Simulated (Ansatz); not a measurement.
## Se on W(110): change of the work function

Aim: the work function of W(110) at several coverages of Se (top site), and the dipole that each adsorbate carries.

Program: Ansatz 0.2.0. Level of theory: plane-wave DFT, PBE, Ansatz PAW. Results are calculated unless marked as measured.

### Step 1. Starting point

The cell holds 4 atoms: 4 W. Its edges and angles: a = 2.737 Å, b = 2.737 Å, c = 24.703 Å, α = 90.0°, β = 90.0°, γ = 70.5°. Vacuum lies along c.

### Step 2. The clean slab

The bare slab comes first, as the zero from which every change is counted. The two lowest layers are held at bulk places and the upper ones relax. The dipole correction removes the false field that a one-sided slab makes across the periodic vacuum, so each face gets a flat vacuum level of its own.

input.yaml

```yaml
crystal:
  lattice:
    - [2.2344574285, -1.58, 0.0]
    - [2.2344574285, 1.58, 0.0]
    - [0.0, 0.0, 24.7033722856]
  atoms:
    - { symbol: W, position: [0.0, 0.0, 0.3643227287] }
    - { symbol: W, position: [0.5, 0.5, 0.4547742429] }
    - { symbol: W, position: [0.0, 0.0, 0.5452257571] }
    - { symbol: W, position: [0.5, 0.5, 0.6356772713] }
kpoints:
  mp_grid: { grid: [12, 12, 1] }
hamiltonian:
  xc: pbe
scf:
  occupations: { method: fermi_dirac, width: 0.1 }
  convergence: { dr2_threshold: 1.0e-08 }
efield:
  axis: 3
  dipole_correction: true
  ramp_position: 0.97
  ramp_width: 0.06
relax:
  f_tol: 0.02
  max_steps: 60
  constraints: [{ sites: [0, 1] }]
output:
  write_potential: true
  write_density: true
  volumetric_format: npy
```

Run with:

```
> ansatz run input.yaml --threads 4 --pin off --max-ram 6144MiB --backend cpu --events-out ev --progress --plain --runs-dir out
```

Numbers of over 12 decimals in the logs are rounded to 6 here.

The log of the run:

```text
Engine: ansatz 0.2.0, aarch64-unknown-linux-gnu
Pseudopotentials: kind: paw
Pseudopotential: W, paw, valence charge 14, recommended cutoff 420 eV (normal), W.paw.azcp
Functional definition: PBE
  parameter kappa = 0.804
  parameter beta = 0.066725
  exchange = pbe_x(kappa = kappa, mu = beta*pi^2/3)
  correlation = pbe_c(beta = beta)
Crystal: 4 atoms, lattice volume = 174.428 Å³
Basis set: ecut = 420 eV, 3461 PW (Γ), exchange–correlation on 40×40×360 points (8 copies of the dense FFT grid, shifted against one another)
Bands: 34, of which v1, the nominal top of the filled ones, is band 28 counted from 1 (27 counted from 0)
Symmetry: 4 space group operations
k-points: 43 of 144
Non-local potential: W, projectors of the file, l = 0: 3, l = 1: 2, l = 2: 2, l = 3: 1
PAW form: soft (Blöchl's): semilocal exchange-correlation on the pseudo side does not see the compensation charge
PAW one-centre angular grid: W, 590 points (default); XC on 64 Gauss nodes
Initial density: superposition of atomic densities (neutral atoms: chi_scale 0, normalization atom), corrected by the library's trained network
Initial wavefunctions: pseudopotential atomic-orbital guess
Functional: x = pbe(κ = 0.804, μ = 0.219515), c = pbe(β = 0.066725)
SCF iter   1: F=—  HF=-41536.547941 eV  |F-HF|=—  |Δ(HF+E_count)|=         —  Δρ=9.69e-3  dr2=1.99e0  ethr=1.77e-3  p=0.000 e·Å  D=4.83e-14 V/Å  ΔV_dip=-0.00 eV  dr2_dipole=2.75e-7  V_vac-E_F(+/−)=5.06/5.06 eV  ⟨swp⟩=7.9  Hψ=15776  notcnv=0  defer=16
efield: sawtooth ramp at fractional position 0.9700 (set: `efield.ramp_position`, or a place that a band, a saddle search or an elastic batch's reference lends), width 0.0600; the density the first Hamiltonian is built on has a dipole p = 0.000 e·Å; the dipole correction subtracts the counter field D = 4.83e-14 V/Å, which shifts the + side's vacuum level by -0.00 eV against the − side's; the planar-averaged density in the ramp window peaks in size at 1.1e-5 e/Å³
automatic band count: the SCF goes on with 40 bands, as 34 were too few: the levels above may hold too much charge
preconditioner: auto → LDOS  [metal: Δε(μ)=0.044 eV  Ē_g=6.098 eV  σ=0.100 eV  W_gap=0.11  n_scr=16 (ndim 8)  ℏωp=13.8 eV  f_vac=0.562  D(μ)=3.18/eV (n_scr^D=14)  β→1.0]
SCF iter   2: F=—  HF=-41536.463454 eV  |F-HF|=—  |Δ(HF+E_count)|=   8.45e-2  Δρ=3.80e-3  dr2=1.53e-1  ethr=1.77e-3  p=-0.000 e·Å  D=-1.41e-5 V/Å  ΔV_dip=0.00 eV  dr2_dipole=9.40e-8  V_vac-E_F(+/−)=4.91/4.91 eV  ⟨swp⟩=2.0  Hψ=2409  notcnv=0  defer=46
SCF iter   3: F=—  HF=-41536.454051 eV  |F-HF|=—  |Δ(HF+E_count)|=   9.40e-3  Δρ=7.33e-4  dr2=4.77e-3  ethr=2.73e-4  p=-0.000 e·Å  D=-5.84e-6 V/Å  ΔV_dip=0.00 eV  dr2_dipole=2.39e-8  V_vac-E_F(+/−)=4.90/4.90 eV  ⟨swp⟩=1.9  Hψ=2195  notcnv=0  defer=48
SCF iter   4: F=—  HF=-41536.453645 eV  |F-HF|=—  |Δ(HF+E_count)|=   4.05e-4  Δρ=2.26e-4  dr2=2.83e-4  ethr=8.51e-6  p=-0.000 e·Å  D=-2.80e-6 V/Å  ΔV_dip=0.00 eV  dr2_dipole=3.72e-9  V_vac-E_F(+/−)=4.90/4.90 eV  ⟨swp⟩=2.2  Hψ=2210  notcnv=0  defer=48
SCF iter   5: F=—  HF=-41536.453613 eV  |F-HF|=—  |Δ(HF+E_count)|=   3.19e-5  Δρ=8.21e-5  dr2=9.88e-6  ethr=5.05e-7  p=-0.000 e·Å  D=-1.59e-6 V/Å  ΔV_dip=0.00 eV  dr2_dipole=4.22e-10  V_vac-E_F(+/−)=4.90/4.90 eV  ⟨swp⟩=2.8  Hψ=2489  notcnv=0  defer=48
SCF iter   6: F=—  HF=-41536.453677 eV  |F-HF|=—  |Δ(HF+E_count)|=   6.37e-5  Δρ=1.85e-5  dr2=1.78e-6  ethr=1.76e-8  p=-0.000 e·Å  D=-3.90e-7 V/Å  ΔV_dip=0.00 eV  dr2_dipole=1.89e-13  V_vac-E_F(+/−)=4.90/4.90 eV  ⟨swp⟩=3.0  Hψ=2817  notcnv=0  defer=46
SCF iter   7: F=—  HF=-41536.453677 eV  |F-HF|=—  |Δ(HF+E_count)|=   1.78e-7  Δρ=5.89e-6  dr2=9.96e-8  ethr=3.18e-9  p=-0.000 e·Å  D=-1.01e-7 V/Å  ΔV_dip=0.00 eV  dr2_dipole=4.45e-13  V_vac-E_F(+/−)=4.90/4.90 eV  ⟨swp⟩=2.1  Hψ=2209  notcnv=0  defer=46
SCF iter   8: F=—  HF=-41536.453677 eV  |F-HF|=—  |Δ(HF+E_count)|=   1.72e-7  Δρ=2.08e-6  dr2=1.13e-8  ethr=1.79e-11  p=-0.000 e·Å  D=-4.92e-8 V/Å  ΔV_dip=0.00 eV  dr2_dipole=1.60e-13  V_vac-E_F(+/−)=4.90/4.90 eV  ⟨swp⟩=12.3  Hψ=12544  notcnv=0
SCF iter   9: F=-41536.453677 eV  HF=-41536.453677 eV  |F-HF|=3.00e-9  |Δ(HF+E_count)|=   2.46e-9  Δρ=6.34e-7  dr2=1.01e-9  ethr=1.79e-11  p=-0.000 e·Å  D=-1.29e-8 V/Å  ΔV_dip=0.00 eV  dr2_dipole=2.00e-15  V_vac-E_F(+/−)=4.90/4.90 eV  ⟨swp⟩=10.8  Hψ=10717  notcnv=0
SCF 1 converged in 9 iterations: F = -41536.453677 eV  dr2 = 1.01e-9
  greatest PAW one-centre occupation: 1.000 electrons in one spin orbital (limit 2), on the W atom at site 0 (counted from 0), in its partial waves of l = 0
relax step   1: F+E_penalty+E_count = -41536.45367728 eV  Δ(F+E_penalty+E_count) = +0.000e0 eV  max|allowed force component| = 6.535e-1 eV/Å  Δτ_max = 0.0000 Å  (9 SCF iters, accepted)
Bands: 40, of which v1, the nominal top of the filled ones, is band 28 counted from 1 (27 counted from 0)
Initial density: handed on by an earlier stage of this run
Initial wavefunctions: those handed on with the density
iter 1 solved again at ethr=9.58e-4 eV; its pass at ethr=3.10e-3 eV (dr2=5.36e-1 eV) is discarded
SCF iter   1: F=—  HF=-41536.451066 eV  |F-HF|=—  |Δ(HF+E_count)|=         —  Δρ=7.55e-3  dr2=5.51e-1  ethr=9.58e-4  p=-0.000 e·Å  D=-4.95e-7 V/Å  ΔV_dip=0.00 eV  dr2_dipole=8.25e-2  V_vac-E_F(+/−)=4.92/4.92 eV  ⟨swp⟩=1.6  Hψ=6453  notcnv=0  defer=49
efield: sawtooth ramp at fractional position 0.9700 (set: `efield.ramp_position`, or a place that a band, a saddle search or an elastic batch's reference lends), width 0.0600; the density the first Hamiltonian is built on has a dipole p = -0.000 e·Å; the dipole correction subtracts the counter field D = -4.95e-7 V/Å, which shifts the + side's vacuum level by +0.00 eV against the − side's; the planar-averaged density in the ramp window peaks in size at 4.2e-6 e/Å³
preconditioner: auto → LDOS  [metal: Δε(μ)=0.008 eV  Ē_g=6.108 eV  σ=0.100 eV  W_gap=0.02  n_scr=16 (ndim 8)  ℏωp=13.8 eV  f_vac=0.561  D(μ)=3.03/eV (n_scr^D=12)  β→1.0]
SCF iter   2: F=—  HF=-41536.439070 eV  |F-HF|=—  |Δ(HF+E_count)|=   1.20e-2  Δρ=5.12e-3  dr2=1.98e-1  ethr=9.58e-4  p=0.007 e·Å  D=7.37e-3 V/Å  ΔV_dip=-0.18 eV  dr2_dipole=2.51e-3  V_vac-E_F(+/−)=4.72/4.90 eV  ⟨swp⟩=2.7  Hψ=2768  notcnv=0  defer=49
SCF iter   3: F=—  HF=-41536.411545 eV  |F-HF|=—  |Δ(HF+E_count)|=   2.75e-2  Δρ=1.14e-3  dr2=8.39e-3  ethr=3.53e-4  p=0.005 e·Å  D=5.11e-3 V/Å  ΔV_dip=-0.13 eV  dr2_dipole=6.86e-5  V_vac-E_F(+/−)=4.79/4.91 eV  ⟨swp⟩=2.4  Hψ=2949  notcnv=0  defer=49
[...]
SCF iter   4: F=—  HF=-41536.466251 eV  |F-HF|=—  |Δ(HF+E_count)|=   1.02e-3  Δρ=1.79e-4  dr2=1.18e-4  ethr=9.14e-6  p=0.004 e·Å  D=3.68e-3 V/Å  ΔV_dip=-0.09 eV  dr2_dipole=5.75e-7  V_vac-E_F(+/−)=4.81/4.90 eV  ⟨swp⟩=2.5  Hψ=2483  notcnv=0  defer=49
SCF iter   5: F=—  HF=-41536.466259 eV  |F-HF|=—  |Δ(HF+E_count)|=   8.38e-6  Δρ=5.43e-5  dr2=8.97e-6  ethr=2.11e-7  p=0.003 e·Å  D=3.19e-3 V/Å  ΔV_dip=-0.08 eV  dr2_dipole=8.65e-7  V_vac-E_F(+/−)=4.82/4.90 eV  ⟨swp⟩=2.2  Hψ=2723  notcnv=0  defer=49
SCF iter   6: F=—  HF=-41536.466316 eV  |F-HF|=—  |Δ(HF+E_count)|=   5.67e-5  Δρ=1.68e-5  dr2=2.41e-6  ethr=1.60e-8  p=0.003 e·Å  D=2.93e-3 V/Å  ΔV_dip=-0.07 eV  dr2_dipole=2.51e-8  V_vac-E_F(+/−)=4.83/4.90 eV  ⟨swp⟩=2.8  Hψ=3011  notcnv=0  defer=49
SCF iter   7: F=—  HF=-41536.466316 eV  |F-HF|=—  |Δ(HF+E_count)|=   9.86e-8  Δρ=6.68e-6  dr2=1.22e-7  ethr=4.30e-9  p=0.003 e·Å  D=2.81e-3 V/Å  ΔV_dip=-0.07 eV  dr2_dipole=1.62e-9  V_vac-E_F(+/−)=4.83/4.90 eV  ⟨swp⟩=2.0  Hψ=2145  notcnv=0  defer=49
SCF iter   8: F=—  HF=-41536.466316 eV  |F-HF|=—  |Δ(HF+E_count)|=   1.35e-7  Δρ=2.67e-6  dr2=2.97e-8  ethr=2.18e-10  p=0.003 e·Å  D=2.77e-3 V/Å  ΔV_dip=-0.07 eV  dr2_dipole=8.21e-10  V_vac-E_F(+/−)=4.83/4.90 eV  ⟨swp⟩=3.0  Hψ=3074  notcnv=0  defer=49
SCF iter   9: F=-41536.466316 eV  HF=-41536.466316 eV  |F-HF|=3.78e-9  |Δ(HF+E_count)|=   1.99e-8  Δρ=7.34e-7  dr2=1.32e-9  ethr=1.79e-11  p=0.003 e·Å  D=2.76e-3 V/Å  ΔV_dip=-0.07 eV  dr2_dipole=4.87e-13  V_vac-E_F(+/−)=4.83/4.90 eV  ⟨swp⟩=11.2  Hψ=11212  notcnv=0
SCF 3 converged in 9 iterations: F = -41536.466316 eV  dr2 = 1.32e-9
relax step   3: F+E_penalty+E_count = -41536.46631625 eV  Δ(F+E_penalty+E_count) = -1.264e-2 eV  max|allowed force component| = 9.000e-2 eV/Å  Δτ_max = 0.0345 Å  (9 SCF iters, accepted)
SCF iter   1: F=—  HF=-41536.467007 eV  |F-HF|=—  |Δ(HF+E_count)|=         —  Δρ=7.95e-4  dr2=4.51e-3  ethr=1.73e-4  p=0.003 e·Å  D=2.76e-3 V/Å  ΔV_dip=-0.07 eV  dr2_dipole=5.29e-4  V_vac-E_F(+/−)=4.83/4.90 eV  ⟨swp⟩=2.1  Hψ=2956  notcnv=0  defer=49
efield: sawtooth ramp at fractional position 0.9700 (set: `efield.ramp_position`, or a place that a band, a saddle search or an elastic batch's reference lends), width 0.0600; the density the first Hamiltonian is built on has a dipole p = 0.003 e·Å; the dipole correction subtracts the counter field D = 2.76e-3 V/Å, which shifts the + side's vacuum level by -0.07 eV against the − side's; the planar-averaged density in the ramp window peaks in size at 2.5e-6 e/Å³
preconditioner: auto → LDOS  [metal: Δε(μ)=0.042 eV  Ē_g=6.069 eV  σ=0.100 eV  W_gap=0.10  n_scr=16 (ndim 8)  ℏωp=13.8 eV  f_vac=0.561  D(μ)=3.08/eV (n_scr^D=14)  β→1.0]
SCF iter   2: F=—  HF=-41536.466780 eV  |F-HF|=—  |Δ(HF+E_count)|=   2.28e-4  Δρ=3.58e-4  dr2=1.22e-3  ethr=8.05e-6  p=0.002 e·Å  D=2.05e-3 V/Å  ΔV_dip=-0.05 eV  dr2_dipole=4.65e-5  V_vac-E_F(+/−)=4.85/4.90 eV  ⟨swp⟩=2.0  Hψ=2582  notcnv=0  defer=49
SCF iter   3: F=—  HF=-41536.466694 eV  |F-HF|=—  |Δ(HF+E_count)|=   8.63e-5  Δρ=1.37e-4  dr2=1.44e-4  ethr=2.17e-6  p=0.002 e·Å  D=2.31e-3 V/Å  ΔV_dip=-0.06 eV  dr2_dipole=1.26e-5  V_vac-E_F(+/−)=4.84/4.90 eV  ⟨swp⟩=2.0  Hψ=2277  notcnv=0  defer=49
SCF iter   4: F=—  HF=-41536.466671 eV  |F-HF|=—  |Δ(HF+E_count)|=   2.26e-5  Δρ=3.26e-5  dr2=6.82e-6  ethr=2.57e-7  p=0.002 e·Å  D=2.20e-3 V/Å  ΔV_dip=-0.05 eV  dr2_dipole=8.21e-7  V_vac-E_F(+/−)=4.84/4.90 eV  ⟨swp⟩=3.4  Hψ=3097  notcnv=0  defer=49
SCF iter   5: F=—  HF=-41536.466723 eV  |F-HF|=—  |Δ(HF+E_count)|=   5.19e-5  Δρ=1.10e-5  dr2=2.53e-7  ethr=1.22e-8  p=0.002 e·Å  D=2.19e-3 V/Å  ΔV_dip=-0.05 eV  dr2_dipole=5.45e-9  V_vac-E_F(+/−)=4.84/4.90 eV  ⟨swp⟩=2.5  Hψ=2375  notcnv=0  defer=49
SCF iter   6: F=—  HF=-41536.466723 eV  |F-HF|=—  |Δ(HF+E_count)|=   2.64e-7  Δρ=4.53e-6  dr2=3.51e-8  ethr=4.52e-10  p=0.002 e·Å  D=2.20e-3 V/Å  ΔV_dip=-0.05 eV  dr2_dipole=1.76e-10  V_vac-E_F(+/−)=4.84/4.90 eV  ⟨swp⟩=2.8  Hψ=3016  notcnv=0  defer=49
SCF iter   7: F=-41536.466723 eV  HF=-41536.466723 eV  |F-HF|=5.62e-9  |Δ(HF+E_count)|=   7.87e-8  Δρ=1.73e-6  dr2=9.37e-9  ethr=1.79e-11  p=0.002 e·Å  D=2.20e-3 V/Å  ΔV_dip=-0.05 eV  dr2_dipole=1.47e-12  V_vac-E_F(+/−)=4.84/4.90 eV  ⟨swp⟩=11.5  Hψ=11417  notcnv=0
SCF 4 converged in 7 iterations: F = -41536.466723 eV  dr2 = 9.37e-9
relax step   4: F+E_penalty+E_count = -41536.46672319 eV  Δ(F+E_penalty+E_count) = -4.069e-4 eV  max|allowed force component| = 1.129e-2 eV/Å  Δτ_max = 0.0139 Å  (7 SCF iters, accepted)
NSCF: frozen V_eff on 43 k-points
the band table was solved once a step of the walk had ended and its energy, with any forces and stress, was formed, with the checks that follow a solve (9077 applications of the Hamiltonian). They found nothing against the state; the energy, forces and stress were not computed again (output.eigenvalues in the input reference)
WARN: The output density's exchange-correlation potential varies sharply where the density is thin. Do not read a vacuum level from v_tot or v_xc, or from such a field of the output density. On a cell that repeats whose density bears no net charge and no dipole along the vacuum's axis use v_es (v_loc + v_h of the components); under efield.dipole_correction with no amplitude use v_es + v_field, which holds any externa [...]
SCF converged after 7 iterations
Free energy (F): -41536.466723 eV
Harris-Foulkes:  -41536.466723 eV  (|F-HF|=5.62e-9)
Internal energy: -41536.366955 eV  (E = F + TS)
E sigma→0 (E₀):  -41536.416839 eV
Entropy (-TS):   -0.099768 eV (-24.942 meV/atom)
Fermi energy:    5.203880 eV
Dipole field:    D = 0.002197 V/Å  (p = 0.002118 e·Å, saw-weighted, corrected)
Work function:   Φ+ = 4.8447 eV   Φ− = 4.8989 eV
Levels:          The Fermi level and band energies are counted from a zero that moves with the ramp; work functions are not
--- Per-component energies (eV) ---
  E_band       = -1291.057252
  E_kinetic    = 1792.505389
  E_local      = -71121.557986  (includes V_loc(G=0)·N_el)
  E_nonlocal   = 4.576205
  E_hartree    = 34741.224857
  E_xc         = -1063.352008
  E_vxc        = -949.335307  (∫ρ·V_xc dr)
  E_paw        = -34249.938996  (= ΣΔE_a)
  E_vpaw       = -499.704010  (= ΣTr[D̂ρ^β])
  E_aug_tail   = -0.000235  (compensation charges beyond the density's cutoff)
  E_efield     = 0.000002  (sawtooth field / dipole correction)
  E_vefield    = -0.001025  (∫n·V_field dr)
  E_ewald      = 28360.175817
  E_smearing   = -0.099768  (= −TS)
  E_closure    = 0.000000  (closes the sum)
  Σ components = -41536.466723   (vs F -41536.466723, Δ=0.00e0)
--- Forces (eV/Å), atoms counted from 1 ---
  atom   1  W      0.00000000     0.00000000     0.36117719
  atom   2  W      0.00000000    -0.00000000    -0.34159745
  atom   3  W      0.00000000    -0.00000000    -0.00830039
  atom   4  W      0.00000000    -0.00000000    -0.01129452
  max |Σ_I F_I| component: 1.52e-5 eV/Å
--- Band table (eV; the first three rows and the last of 43) ---
  k-point 0: bands = [... 24 lower, 3.7540, 3.7892, 3.9762, 4.5401, 4.8127, 5.7605, 6.0199, 6.9297, ... 8 higher]
  k-point 1: bands = [... 24 lower, 3.5720, 3.7614, 4.1231, 4.4811, 4.8136, 5.3411, 6.2452, 6.7515, ... 8 higher]
  k-point 2: bands = [... 24 lower, 3.3977, 3.5331, 3.9616, 4.3822, 4.9156, 5.2947, 6.6226, 6.6532, ... 8 higher]
  k-point 42: bands = [... 24 lower, 3.7933, 5.7375, 5.8442, 6.2645, 6.3571, 6.8712, 7.2505, 8.8378, ... 8 higher]
--- Relaxed structure (4 steps of the walk, 3 accepted, 0 SCFs on fresh bases) ---
  F+E_penalty+E_count = -41536.46672319 eV   max|allowed force component| = 1.129e-2 eV/Å
  atoms:
    - { symbol: W, position: [0.0, 0.0, 0.3643227287] }
    - { symbol: W, position: [0.5, 0.5, 0.4547742429] }
    - { symbol: W, position: [-6.653932873616286e-19, 6.653932873616286e-19, 0.546759] }
    - { symbol: W, position: [0.5, 0.5, 0.635499] }
```

Run time: 22 s. Hardware: 4 threads of Arm Neoverse V2, shared host; peak memory 0.58 GiB.

Step by step:

| step | energy less that of the first step (eV) | largest force component (eV/Å) |
| --- | --- | --- |
| 1 | 0.0000 | 0.6535 |
| 2 | 0.0440 | 1.3654 |
| 3 | -0.0126 | 0.0900 |
| 4 | -0.0130 | 0.0113 |

Relaxation step 2 was tried and not accepted.

Forces are held to the 4 operations that the run works with; a distortion that breaks them can't arise in this run.

The atoms that moved most (Å):

| atom | dx | dy | dz | length |
| --- | --- | --- | --- | --- |
| W3 | 0.000 | 0.000 | 0.038 | 0.038 |

The relaxed structure:

```xyz
4
Lattice="2.2345 -1.5800 0.0000 2.2345 1.5800 0.0000 0.0000 0.0000 24.7034" Properties=species:S:1:pos:R:3
W     0.0000    0.0000    9.0000
W     2.2345    0.0000   11.2345
W     0.0000    0.0000   13.5068
W     2.2345    0.0000   15.6990
```

This step gave:

* energy at zero smearing: -41536.4168 eV
* work function, upper face: 4.845 eV
* work function, lower face: 4.899 eV
* dipole along the normal: 0.002118 e·Å
* step between the vacuum levels: -0.05427 eV

Running mean over 2.234 Å of the planar mean; the ramp of the sawtooth is left out. Electron's electrostatic potential energy less the Fermi level against z:

| z (Å) | electron's electrostatic potential energy less the Fermi level (eV) |
| --- | --- |
| 4 | 4.90 |
| 5 | 4.89 |
| 6 | 4.75 |
| 7 | 3.30 |
| 8 | -5.75 |
| 9 | -12.2 |
| 10 | -12.6 |
| 11 | -12.7 |
| 12 | -12.5 |
| 13 | -12.6 |
| 14 | -13.0 |
| 15 | -12.9 |
| 16 | -11.5 |
| 17 | -2.27 |
| 18 | 4.06 |
| 19 | 4.78 |
| 20 | 4.84 |
| 21 | 4.84 |

The relaxation took 4 steps and lowered the energy by 0.013 eV; the largest force on the free atoms ends at 0.011 eV/Å.

The work function of the upper face is 4.84 eV.

[end of part 1 of 5]

[Logs are printed without paths, hosts, clocks, repeated set-up lines and the standing remarks that a program may print on its own settings, such as how far it seeks lower states.]

[Hosts, paths, dates, database ids (printed as entryN), source tags and the programs' standing remarks are cut or masked in the printed files.]

[Maps of the electrostatic potential energy from Ansatz leave out the sawtooth potential of an applied field or a dipole correction, so their vacuum need not be flat; planar profiles and work functions include it.]
